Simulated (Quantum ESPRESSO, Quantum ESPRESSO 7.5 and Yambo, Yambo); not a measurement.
# Beyond one shot: Diamond (Fd-3m, 2 atoms a cell)

Wanted: G0W0 and self-consistent gaps of Diamond (Fd-3m, 2 atoms a cell), with the cost of the cycles.

Method: PBE and many-body steps on it, plane waves, in Quantum ESPRESSO 7.5 and Yambo 5.3.0.

**Experimental background.**

- Gap 5.5 eV: band gap, experimental literature value; bulk crystal (quoted in “Fermi level pinning by defects can explain the large reported carbon 1s binding energy variations in diamond”, 2019, arxiv:1902.02958).

- Gap 5.47 eV: experimental band gap used as input; bulk crystal (quoted in “Enhanced Electron Emission Performance and Air‐Surface Stability in ScO‐Terminated Diamond for Thermionic Energy Converters”, 2024, pmc:11600692).

This is a report of a sequence of runs, with most program output left out.

### 1. The structure

Symmetry: Fd-3m, No. 227, cubic system. Conventional cell: a = 3.567 Å, b = 3.567 Å, c = 3.567 Å, α = 90.00°, β = 90.00°, γ = 90.00°. Nearest to C lie 4 C at 1.54 Å.

The cell and positions come from the Crystallography Open Database and are kept as given unless a step says otherwise.

### 2. Empty states on the mesh, 6×6×6 mesh, 29 bands

This step: Quantum ESPRESSO 7.5; DFT, PBE, plane waves, norm-conserving pseudopotentials.

The sums over transitions need many empty states on a uniform mesh; this step solves for them.

Contents of pw.in:

```
&control
  calculation = 'nscf'
  prefix = 'x'
  outdir = 'o'
  pseudo_dir = 'pseudo'
/
&system
  ibrav = 0
  nat = 2
  ntyp = 1
  ecutwfc = 74.0
  nbnd = 29
  force_symmorphic = .true.
/
&electrons
  conv_thr = 1e-9
  electron_maxstep = 80
  diago_full_acc = .true.
  diago_thr_init = 5e-6
/
ATOMIC_SPECIES
  C 12.011 C.upf
CELL_PARAMETERS angstrom
  -0.0000000000 1.7833700000 1.7833700000
  1.7833700000 -0.0000000000 1.7833700000
  1.7833700000 1.7833700000 0.0000000000
ATOMIC_POSITIONS crystal
  C 0.0000000000 0.0000000000 0.0000000000
  C 0.2500000000 0.2500000000 0.2500000000
K_POINTS automatic
  6 6 6 0 0 0
```

Started as:

```
$ OMP_NUM_THREADS=1 mpirun -n 4 pw.x -nk 4 -in pw.in > pw.out
```

The job ended after 1.2 s (4 MPI ranks of Arm Neoverse V1, shared host; peak memory 0.05 GiB).

Numbers from this step:

```
gap                                                           : 4.207 eV
k of the valence top                                          : 0, 0, 0
k of the conduction bottom                                    : 0, 0.3333, 0.3333
least direct gap                                              : 5.626 eV
k points computed                                             : 16
lowest point of the top converged band, above the valence top : 77.6833 eV
```

On this mesh the gap is 4.207 eV.

The density comes from a self-consistent run that is not shown.

### 3. Conversion and set-up

This step: Yambo 5.3.0; conversion and set-up on PBE, plane waves, norm-conserving pseudopotentials.

The states are converted to the many-body program's format and the q mesh is built.

Started as:

```
$ (cd o/x.save; p2y > p2y.log; mv SAVE ../..); yambo > setup.log
```

Run time: 1.7 s. Hardware: 1 MPI rank; peak memory 0.23 GiB.

### 4. G0W0

Now the one-shot GW correction: screening in the RPA, then the self-energy of the levels asked for.

This step: G0W0 on PBE, plane waves, norm-conserving pseudopotentials.

Contents of gw1.in:

```
HF_and_locXC
gw0
dyson
ppa
em1d
rim_cut
RandQpts= 1000000
RandGvec= 1 RL
EXXRLvcs= 74 Ry
VXCRLvcs= 296 Ry
Chimod= "HARTREE"
% BndsRnXp
 1 | 29 |
%
NGsBlkXp= 9.5 Ry
% LongDrXp
 1 | 1 | 1 |
%
% GbndRnge
 1 | 29 |
%
DysSolver= "n"
ExtendOut
PPAPntXp= 27.21138 eV
% QPkrange
 1 | 16 | 2 | 8 |
%
```

Started as:

```
$ OMP_NUM_THREADS=1 mpirun -n 4 yambo -F gw1.in -J gw1 -C gw1 > gw1.log
```

Wall time 48 s (4 MPI ranks); peak memory 1.2 GiB; 3.1 min of CPU time.

This step gave:

```
G0W0 gap on the mesh                         : 5.455 eV
starting gap on the mesh                     : 4.207 eV
k of the valence top                         : 0, 0, 0
k of the conduction bottom                   : 0, 0.3333, 0.3333
least direct G0W0 gap on the computed points : 7.368 eV
Z at the valence top                         : 0.8331
Z at the conduction bottom                   : 0.842
```

The gap on the mesh goes from 4.21 eV to 5.46 eV, a correction of +1.25 eV.

### 5. evGW0, cycle 1

This step: evGW0 on PBE, plane waves, norm-conserving pseudopotentials.

gw2.in, as its differences from gw1.in of step 4:

```diff
@@ -27 +27,2 @@
 %
+GfnQPdb= "E < ./gw1/ndb.QP"
```

Started as:

```
$ OMP_NUM_THREADS=1 mpirun -n 4 yambo -F gw2.in -J gw2,gw1_W -C gw2 > gw2.log
```

Elapsed: 42 s, on 4 MPI ranks; peak memory 1.2 GiB.

Numbers from this step:

```yaml
quasiparticle_gap_on_the_mesh: 5.591 eV
gap_of_the_density_functional_on_the_mesh: 4.207 eV
k_of_the_valence_top: 0, 0, 0
k_of_the_conduction_bottom: 0, 0.3333, 0.3333
least_direct_quasiparticle_gap_on_the_computed_points: 7.553 eV
z_at_the_valence_top: 0.8379
z_at_the_conduction_bottom: 0.8518
```

Against G0W0 in Yambo (6×6×6 mesh, 29 bands, screening to 129.3 eV, Godby-Needs plasmon pole), the gap moves by +0.135 eV.

The program's own table gives 5.776 eV, which is too large where the input levels are shifted: this version takes Σc at the unshifted level E₀, yet steps from the shifted one. The value above is the Newton step from E₀, E₀ + Z(Σc + Σx − Vxc), rebuilt from the printed columns.

### 6. evGW0, cycle 2

The corrected levels of the last cycle go back in.

gw3.in, as its differences from gw2.in of step 5:

```diff
@@ -27,2 +27,2 @@
 %
-GfnQPdb= "E < ./gw1/ndb.QP"
+GfnQPdb= "E < ./gw2_fix/ndb.QP"
```

Started as:

```
$ OMP_NUM_THREADS=1 mpirun -n 4 yambo -F gw3.in -J gw3,gw1_W -C gw3 > gw3.log
```

Run time: 42 s. Hardware: 4 MPI ranks; peak memory 1.2 GiB; 2.8 min of CPU time.

Numbers from this step:

```yaml
quasiparticle_gap_on_the_mesh: 5.607 eV
gap_of_the_density_functional_on_the_mesh: 4.207 eV
k_of_the_valence_top: 0, 0, 0
k_of_the_conduction_bottom: 0, 0.3333, 0.3333
least_direct_quasiparticle_gap_on_the_computed_points: 7.575 eV
```

Against the cycle before, the gap moves by +0.016 eV.

The program's own table gives 5.810 eV, which is too large where the input levels are shifted: this version takes Σc at the unshifted level E₀, yet steps from the shifted one. The value above is the Newton step from E₀, E₀ + Z(Σc + Σx − Vxc), rebuilt from the printed columns.

### 7. evGW0, cycle 3

gw4.in, as its differences from gw3.in of step 6:

```diff
@@ -27,2 +27,2 @@
 %
-GfnQPdb= "E < ./gw2_fix/ndb.QP"
+GfnQPdb= "E < ./gw3_fix/ndb.QP"
```

Started as:

```
$ OMP_NUM_THREADS=1 mpirun -n 4 yambo -F gw4.in -J gw4,gw1_W -C gw4 > gw4.log
```

Elapsed: 42 s, on 4 MPI ranks; peak memory 1.2 GiB.

This step gave:

```
quasiparticle gap on the mesh                         : 5.610 eV
gap of the density functional on the mesh             : 4.207 eV
k of the valence top                                  : 0, 0, 0
k of the conduction bottom                            : 0, 0.3333, 0.3333
least direct quasiparticle gap on the computed points : 7.578 eV
```

Against the cycle before, the gap moves by +0.002 eV.

The program's own table gives 5.815 eV, which is too large where the input levels are shifted: this version takes Σc at the unshifted level E₀, yet steps from the shifted one. The value above is the Newton step from E₀, E₀ + Z(Σc + Σx − Vxc), rebuilt from the printed columns.

### 8. evGW, cycle 1

This step: evGW on PBE, plane waves, norm-conserving pseudopotentials.

gw5.in, as its differences from gw4.in of step 7:

```diff
@@ -27,2 +27,3 @@
 %
-GfnQPdb= "E < ./gw3_fix/ndb.QP"
+GfnQPdb= "E < ./gw1/ndb.QP"
+XfnQPdb= "E < ./gw1/ndb.QP"
```

Started as:

```
$ OMP_NUM_THREADS=1 mpirun -n 4 yambo -F gw5.in -J gw5 -C gw5 > gw5.log
```

Elapsed: 48 s, on 4 MPI ranks; peak memory 1.2 GiB; 3.1 min of CPU time.

Numbers from this step:

```yaml
quasiparticle_gap_on_the_mesh: 5.778 eV
gap_of_the_density_functional_on_the_mesh: 4.207 eV
k_of_the_valence_top: 0, 0, 0
k_of_the_conduction_bottom: 0, 0.3333, 0.3333
least_direct_quasiparticle_gap_on_the_computed_points: 7.750 eV
```

Against G0W0 in Yambo (6×6×6 mesh, 29 bands, screening to 129.3 eV, Godby-Needs plasmon pole), the gap moves by +0.323 eV.

The program's own table gives 5.949 eV, which is too large where the input levels are shifted: this version takes Σc at the unshifted level E₀, yet steps from the shifted one. The value above is the Newton step from E₀, E₀ + Z(Σc + Σx − Vxc), rebuilt from the printed columns.

### 9. evGW, cycle 2

gw6.in, as its differences from gw5.in of step 8:

```diff
@@ -27,3 +27,3 @@
 %
-GfnQPdb= "E < ./gw1/ndb.QP"
-XfnQPdb= "E < ./gw1/ndb.QP"
+GfnQPdb= "E < ./gw5_fix/ndb.QP"
+XfnQPdb= "E < ./gw5_fix/ndb.QP"
```

Started as:

```
$ OMP_NUM_THREADS=1 mpirun -n 4 yambo -F gw6.in -J gw6 -C gw6 > gw6.log
```

It took 48 s on 4 MPI ranks; peak memory 1.2 GiB.

This step gave:

| Item | Value |
| --- | --- |
| quasiparticle gap on the mesh | 5.862 eV |
| gap of the density functional on the mesh | 4.207 eV |
| k of the valence top | 0, 0, 0 |
| k of the conduction bottom | 0, 0.3333, 0.3333 |
| least direct quasiparticle gap on the computed points | 7.845 eV |

Against the cycle before, the gap moves by +0.084 eV.

The program's own table gives 6.069 eV, which is too large where the input levels are shifted: this version takes Σc at the unshifted level E₀, yet steps from the shifted one. The value above is the Newton step from E₀, E₀ + Z(Σc + Σx − Vxc), rebuilt from the printed columns.

### 10. evGW, cycle 3

gw7.in, as its differences from gw6.in of step 9:

```diff
@@ -27,3 +27,3 @@
 %
-GfnQPdb= "E < ./gw5_fix/ndb.QP"
-XfnQPdb= "E < ./gw5_fix/ndb.QP"
+GfnQPdb= "E < ./gw6_fix/ndb.QP"
+XfnQPdb= "E < ./gw6_fix/ndb.QP"
```

Started as:

```
$ OMP_NUM_THREADS=1 mpirun -n 4 yambo -F gw7.in -J gw7 -C gw7 > gw7.log
```

The job ended after 48 s (4 MPI ranks; peak memory 1.2 GiB).

This step gave:

```
quasiparticle gap on the mesh                         : 5.884 eV
gap of the density functional on the mesh             : 4.207 eV
k of the valence top                                  : 0, 0, 0
k of the conduction bottom                            : 0, 0.3333, 0.3333
least direct quasiparticle gap on the computed points : 7.870 eV
```

Against the cycle before, the gap moves by +0.022 eV.

The program's own table gives 6.100 eV, which is too large where the input levels are shifted: this version takes Σc at the unshifted level E₀, yet steps from the shifted one. The value above is the Newton step from E₀, E₀ + Z(Σc + Σx − Vxc), rebuilt from the printed columns.

### 11. evGW, cycle 4

gw8.in, as its differences from gw7.in of step 10:

```diff
@@ -27,3 +27,3 @@
 %
-GfnQPdb= "E < ./gw6_fix/ndb.QP"
-XfnQPdb= "E < ./gw6_fix/ndb.QP"
+GfnQPdb= "E < ./gw7_fix/ndb.QP"
+XfnQPdb= "E < ./gw7_fix/ndb.QP"
```

Started as:

```
$ OMP_NUM_THREADS=1 mpirun -n 4 yambo -F gw8.in -J gw8 -C gw8 > gw8.log
```

The job ended after 48 s (4 MPI ranks; peak memory 1.2 GiB).

This step gave:

```yaml
quasiparticle_gap_on_the_mesh: 5.890 eV
gap_of_the_density_functional_on_the_mesh: 4.207 eV
k_of_the_valence_top: 0, 0, 0
k_of_the_conduction_bottom: 0, 0.3333, 0.3333
least_direct_quasiparticle_gap_on_the_computed_points: 7.877 eV
```

Against the cycle before, the gap moves by +0.006 eV.

The program's own table gives 6.109 eV, which is too large where the input levels are shifted: this version takes Σc at the unshifted level E₀, yet steps from the shifted one. The value above is the Newton step from E₀, E₀ + Z(Σc + Σx − Vxc), rebuilt from the printed columns.

### 12. The runs together

Times are wall times on 4 MPI ranks of Arm Neoverse V1, shared host, good to a factor of about two.

| run | mesh | bands | screening cutoff (eV) | DFT gap (eV) | gap on the mesh (eV) | direct (eV) | time |
| --- | --- | --- | --- | --- | --- | --- | --- |
| G0W0 | 6×6×6 | 29 | 129.3 | 4.207 | 5.455 | 7.368 | 48 s |
| evGW0, cycle 1 | 6×6×6 | 29 | 129.3 | 4.207 | 5.591 | 7.553 | 42 s |
| evGW0, cycle 2 | 6×6×6 | 29 | 129.3 | 4.207 | 5.607 | 7.575 | 42 s |
| evGW0, cycle 3 | 6×6×6 | 29 | 129.3 | 4.207 | 5.610 | 7.578 | 42 s |
| evGW, cycle 1 | 6×6×6 | 29 | 129.3 | 4.207 | 5.778 | 7.750 | 48 s |
| evGW, cycle 2 | 6×6×6 | 29 | 129.3 | 4.207 | 5.862 | 7.845 | 48 s |
| evGW, cycle 3 | 6×6×6 | 29 | 129.3 | 4.207 | 5.884 | 7.870 | 48 s |
| evGW, cycle 4 | 6×6×6 | 29 | 129.3 | 4.207 | 5.890 | 7.877 | 48 s |

### 13. Outcome

| Item | Value |
| --- | --- |
| G0W0 | 5.455 eV |
| evGW0, cycle 1 | 5.591 eV |
| evGW0, cycle 2 | 5.607 eV |
| evGW0, cycle 3 | 5.610 eV |
| evGW, cycle 1 | 5.778 eV |
| evGW, cycle 2 | 5.862 eV |
| evGW, cycle 3 | 5.884 eV |
| evGW, cycle 4 | 5.890 eV |
| known limits | not at the basis limit; coarse k mesh |

In words: evGW0 ends at 5.61 eV, +0.15 eV from G0W0, after 3 cycles that took 2.1 min beside the first screening; the last moved the gap by 0.002 eV. evGW ends at 5.89 eV, +0.44 eV from G0W0, after 4 cycles that took 3.2 min beside the first screening; the last moved the gap by 0.006 eV. Against experiment, by evGW, cycle 4: the gap of 5.89 eV lies +0.39 eV from the measured 5.5 eV (kind not stated, quoted 2019); the gap of 5.89 eV lies +0.42 eV from the measured 5.47 eV (kind not stated, quoted 2024). These are gaps on the mesh, at modest bands and cutoff. The calculation has static nuclei and no excitons; a measured gap holds zero-point and thermal motion, which mostly lowers it. Bands and cutoff are finite, so the gap is not at the basis limit. The miss can reach some tenths of an eV and take either sign; the mesh is an error of its own. The 6×6×6 mesh is coarse for this cell, which bears on the long-range parts of exchange and screening.

[Paths, hosts, dates, memory and timing lines, banners, echoed tables and standing remarks are left out of the program output.]

[Logs are printed without paths, hosts, clocks, repeated set-up lines and the standing remarks that a program may print on its own settings, such as how far it seeks lower states.]

[Runs of the session that timed out or met a known fault of the program may be left out.]

[Hosts, paths, dates, database ids (printed as entryN), source tags and the programs' standing remarks are cut or masked in the printed files.]
